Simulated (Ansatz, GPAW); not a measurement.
# BAs (110), 5 units in an electric field, part 3 of 3

How does BAs (110), 5 units screen a perpendicular field?

GPAW 26.7.0 and Ansatz 0.2.0; Ansatz plane waves; layer without images along its normal, relaxation of atoms and in-plane cell (the session's first sound run).

So far. Step 5 (Field on): The dipole is now -0.0795 e Å, against 3.9e-5 in the run without a field.

**8. In a field**

Level of this step: GPAW, PAW setups; slab in vacuum (GPAW).

The input, run.py:

```python
import json
import numpy as np
from ase import Atoms
from gpaw import GPAW, PW
from gpaw.external import ConstantElectricField

slab = Atoms(
    ['B', 'As', 'B', 'As', 'B', 'As', 'B', 'As', 'B', 'As'],
    positions=[
        [1.68541, 2.64487, 7.55725],
        [-0.00000, 3.65010, 7.00000],
        [-0.00000, -0.07821, 8.85368],
        [1.68541, 1.11392, 8.86035],
        [1.68541, 2.35744, 10.56845],
        [-0.00000, 3.56869, 10.56845],
        [-0.00000, -0.07821, 12.28322],
        [1.68541, 1.11392, 12.27656],
        [1.68541, 2.64487, 13.57966],
        [-0.00000, 3.65010, 14.13691]],
    cell=[[3.37082, 0.0, 0.0], [0.0, 4.84412, 0.0], [0.0, 0.0, 21.1369]],
    pbc=[True, True, False])

slab.calc = GPAW(mode=PW(500), xc='PBE', kpts={'size': (8, 6, 1), 'gamma': True},
                 occupations={'name': 'fermi-dirac', 'width': 0.05}, nbands='140%',
                 convergence={'density': 1e-05}, maxiter=200,
                 poissonsolver={'dipolelayer': 'xy'},
                 external=ConstantElectricField(0.1, [0, 0, 1]),
                 symmetry={'tolerance': 1e-3}, txt='slab.txt')
result = {}
energy = slab.get_potential_energy()
fermi = slab.calc.get_fermi_level()
v = slab.calc.get_electrostatic_potential().mean((0, 1)) - fermi
n = slab.calc.get_pseudo_density().mean((0, 1))
L = slab.cell[2, 2]
z = np.arange(len(v)) * L / len(v)
low, high = slab.positions[:, 2].min(), slab.positions[:, 2].max()
below, above = np.interp([low - 4.8, high + 4.8], z, v)
slopes = [np.interp(x, z, np.gradient(v, z)) for x in (low - 4.8, high + 4.8)]
eps = np.array([[slab.calc.get_eigenvalues(k, s) for k in range(len(slab.calc.get_ibz_k_points()))]
                for s in range(slab.calc.get_number_of_spins())]) - fermi
top, bottom = eps[eps < 0].max(), eps[eps > 0].min()
dipole = slab.get_dipole_moment()[2]
print(f'energy {energy:.4f} eV, Fermi level {fermi:.4f} eV, dipole {dipole:.5f} e A')
print(f'potential 4.8 A off the faces, from the Fermi level: lower {below:.4f} eV, upper {above:.4f} eV')
print(f'slope of the potential there: lower {slopes[0]:.5f}, upper {slopes[1]:.5f} eV/A')
print(f'nearest levels on the mesh: {top:.4f} and {bottom:.4f} eV')
print('magnetic moment', round(slab.get_magnetic_moment(), 3))
result.update(energy=energy, fermi=fermi, dipole=dipole, below=below, above=above, slopes=slopes, edges=[top, bottom],
              z=z.tolist(), v=v.tolist(), n=n.tolist(), positions=slab.positions.tolist(),
              forces=slab.get_forces(apply_constraint=False).tolist(), moments=slab.get_magnetic_moments().tolist())
json.dump(result, open('result.json', 'w'))
```

Run with:

```bash
$ OMP_NUM_THREADS=1 OPENBLAS_NUM_THREADS=2 python run.py
```

What it wrote:

```text
energy -54.0004 eV, Fermi level 0.1061 eV, dipole 0.07953 e A
potential 4.8 A off the faces, from the Fermi level: lower 5.3971 eV, upper 4.5158 eV
slope of the potential there: lower -0.00014, upper 0.00009 eV/A
nearest levels on the mesh: -0.1760 and 0.2211 eV
magnetic moment 0.0
```

It took 98 s on 2 threads of AMD EPYC 7R32 (Zen 2), shared host; peak memory 0.44 GiB.

The electrostatic potential energy of an electron (without an applied field's), less the Fermi level, planar mean oscillates, so the rows of the table below give means over windows of 1.7 Å about each position, cut where the curve ends. Its maxima inside the range that stand out by 2 % of the span (Å: eV): 1.7: 5.40, 8.0: -2.85, 9.7: -2.13, 11.4: -2.29, 13.1: -3.32. Its minima: 7.1: -9.83, 8.9: -14.6, 10.6: -14.8, 12.3: -14.9, 14.1: -10.5.

The electrostatic potential energy of an electron (without an applied field's), less the Fermi level, planar mean by z; means over each step:

| z (Å) | electrostatic potential energy of an electron (without an applied field's), less the Fermi level, planar mean (eV) |
| --- | --- |
| 0.85 | 5.35 |
| 2.55 | 5.40 |
| 4.25 | 5.36 |
| 5.95 | 2.14 |
| 7.65 | -6.63 |
| 9.35 | -7.58 |
| 11.05 | -7.74 |
| 12.75 | -8.34 |
| 14.45 | -4.58 |
| 16.15 | 4.27 |
| 17.85 | 4.51 |
| 19.55 | 4.52 |

The dipole is now 0.0795 e Å, against 3.9e-5 in the run without a field.

**9. Field on**

Edit run.py of step 8 so:

```diff
@@ -26,3 +26,3 @@
                  poissonsolver={'dipolelayer': 'xy'},
-                 external=ConstantElectricField(0.1, [0, 0, 1]),
+                 external=ConstantElectricField(0.2, [0, 0, 1]),
                  symmetry={'tolerance': 1e-3}, txt='slab.txt')
```

What it wrote:

```text
energy -54.0123 eV, Fermi level 0.1007 eV, dipole 0.15909 e A
potential 4.8 A off the faces, from the Fermi level: lower 5.8445 eV, upper 4.0817 eV
slope of the potential there: lower -0.00018, upper 0.00007 eV/A
nearest levels on the mesh: -0.1708 and 0.2041 eV
magnetic moment 0.0
```

Wall time 1.8 min (2 threads); peak memory 0.44 GiB.

The electrostatic potential energy of an electron (without an applied field's), less the Fermi level, planar mean by z:

| z (Å) | electrostatic potential energy of an electron (without an applied field's), less the Fermi level, planar mean (eV) |
| --- | --- |
| 0.0 | 4.96 |
| 0.5 | 5.84 |
| 1.0 | 5.84 |
| 1.5 | 5.84 |
| 2.0 | 5.84 |
| 2.5 | 5.84 |
| 3.0 | 5.84 |
| 3.5 | 5.84 |
| 4.0 | 5.84 |
| 4.5 | 5.81 |
| 5.0 | 5.72 |
| 5.5 | 5.35 |
| 6.0 | 3.89 |
| 6.5 | -1.23 |
| 7.0 | -9.13 |
| 7.5 | -7.84 |
| 8.0 | -2.69 |
| 8.5 | -8.25 |
| 9.0 | -13.0 |
| 9.5 | -3.23 |
| 10.0 | -4.25 |
| 10.5 | -14.3 |
| 11.0 | -6.97 |
| 11.5 | -2.55 |
| 12.0 | -10.6 |
| 12.5 | -12.1 |
| 13.0 | -3.77 |
| 13.5 | -7.48 |
| 14.0 | -10.8 |
| 14.5 | -5.12 |
| 15.0 | 1.45 |
| 15.5 | 3.44 |
| 16.0 | 3.93 |
| 16.5 | 4.05 |
| 17.0 | 4.07 |
| 17.5 | 4.08 |
| 18.0 | 4.08 |
| 18.5 | 4.08 |
| 19.0 | 4.08 |
| 19.5 | 4.08 |
| 20.0 | 4.08 |
| 20.5 | 4.08 |
| 21.0 | 4.61 |

The dipole is now 0.159 e Å, against 3.9e-5 in the run without a field.

**10. In a field**

Edit run.py of step 9 so:

```diff
@@ -26,3 +26,3 @@
                  poissonsolver={'dipolelayer': 'xy'},
-                 external=ConstantElectricField(0.2, [0, 0, 1]),
+                 external=ConstantElectricField(0.3, [0, 0, 1]),
                  symmetry={'tolerance': 1e-3}, txt='slab.txt')
```

What it wrote:

```text
energy -54.0321 eV, Fermi level 0.0925 eV, dipole 0.23868 e A
potential 4.8 A off the faces, from the Fermi level: lower 6.2959 eV, upper 3.6511 eV
slope of the potential there: lower -0.00023, upper 0.00006 eV/A
nearest levels on the mesh: -0.1631 and 0.1883 eV
magnetic moment 0.0
```

Run time: 98 s. Hardware: 2 threads; peak memory 0.44 GiB.

The electrostatic potential energy of an electron (without an applied field's), less the Fermi level, planar mean oscillates, so the rows of the table below give means over windows of 1.7 Å about each position, cut where the curve ends. Its maxima inside the range that stand out by 2 % of the span (Å: eV): 1.5: 6.30, 8.0: -2.37, 9.7: -1.96, 11.4: -2.43, 13.1: -3.78. Its minima: 7.1: -9.16, 8.9: -14.3, 10.6: -14.8, 12.3: -15.2, 14.1: -11.1.

Table of electrostatic potential energy of an electron (without an applied field's), less the Fermi level, planar mean by z; means over each step:

| z (Å) | electrostatic potential energy of an electron (without an applied field's), less the Fermi level, planar mean (eV) |
| --- | --- |
| 0.85 | 6.15 |
| 2.55 | 6.30 |
| 4.25 | 6.26 |
| 5.95 | 2.95 |
| 7.65 | -6.08 |
| 9.35 | -7.34 |
| 11.05 | -7.81 |
| 12.75 | -8.74 |
| 14.45 | -5.28 |
| 16.15 | 3.43 |
| 17.85 | 3.65 |
| 19.55 | 3.65 |

The dipole is now 0.239 e Å, against 3.9e-5 in the run without a field.

**11. The series**

The members are put on one axis.

This step: induced dipole against applied field (GPAW 26.7.0).

Dipole along the normal against field:

| field (V/Å) | dipole along the normal (e·Å) |
| --- | --- |
| -0.200 | -0.159 |
| -0.100 | -0.0795 |
| -0.050 | -0.0398 |
| 0.000 | 3.9e-5 |
| 0.050 | 0.0398 |
| 0.100 | 0.0795 |
| 0.200 | 0.159 |
| 0.300 | 0.239 |

**12. What came out**

```
work function, both faces (Fermi level placed in the gap by the smearing)        : 4.95 eV
ionisation energy from the upper face (highest filled level on the mesh)         : 5.13 eV
electron affinity from the upper face (lowest empty Kohn-Sham level on the mesh) : 4.72 eV
dipole along the normal                                                          : 3.9e-5 e Å, near the numerical noise
induced dipole per field                                                         : 0.795 e Å per V/Å
out-of-plane polarisability per area, α/(ε0 A)                                   : 8.82 Å
```

What this shows: The field induces 0.795 e Å per V/Å, a polarisable thickness α/(ε0 A) of 8.82 Å beside 7.14 Å between the outermost nuclei. A perfect conductor would give the distance between its two image planes; a dielectric of thickness t gives t(1 - 1/ε). The levels nearest the Fermi level on the mesh lie 0.412 eV apart, so the slab is gapped there: the smearing puts the Fermi level inside the gap, and from either face the ionisation energy is the work function plus 0.18 eV. Both are Kohn-Sham levels on the mesh, and semilocal gaps are too small, so the affinity tends to come out too large and the ionisation energy too small. The induced dipole is linear in the field over this range. The layer's cell and atoms come from the relaxation; spin-orbit coupling and temperature are left out.

[Logs are printed without paths, hosts, clocks, repeated set-up lines and the standing remarks that a program may print on its own settings, such as how far it seeks lower states.]

[Hosts, paths, dates, database ids (printed as entryN), source tags and the programs' standing remarks are cut or masked in the printed files.]
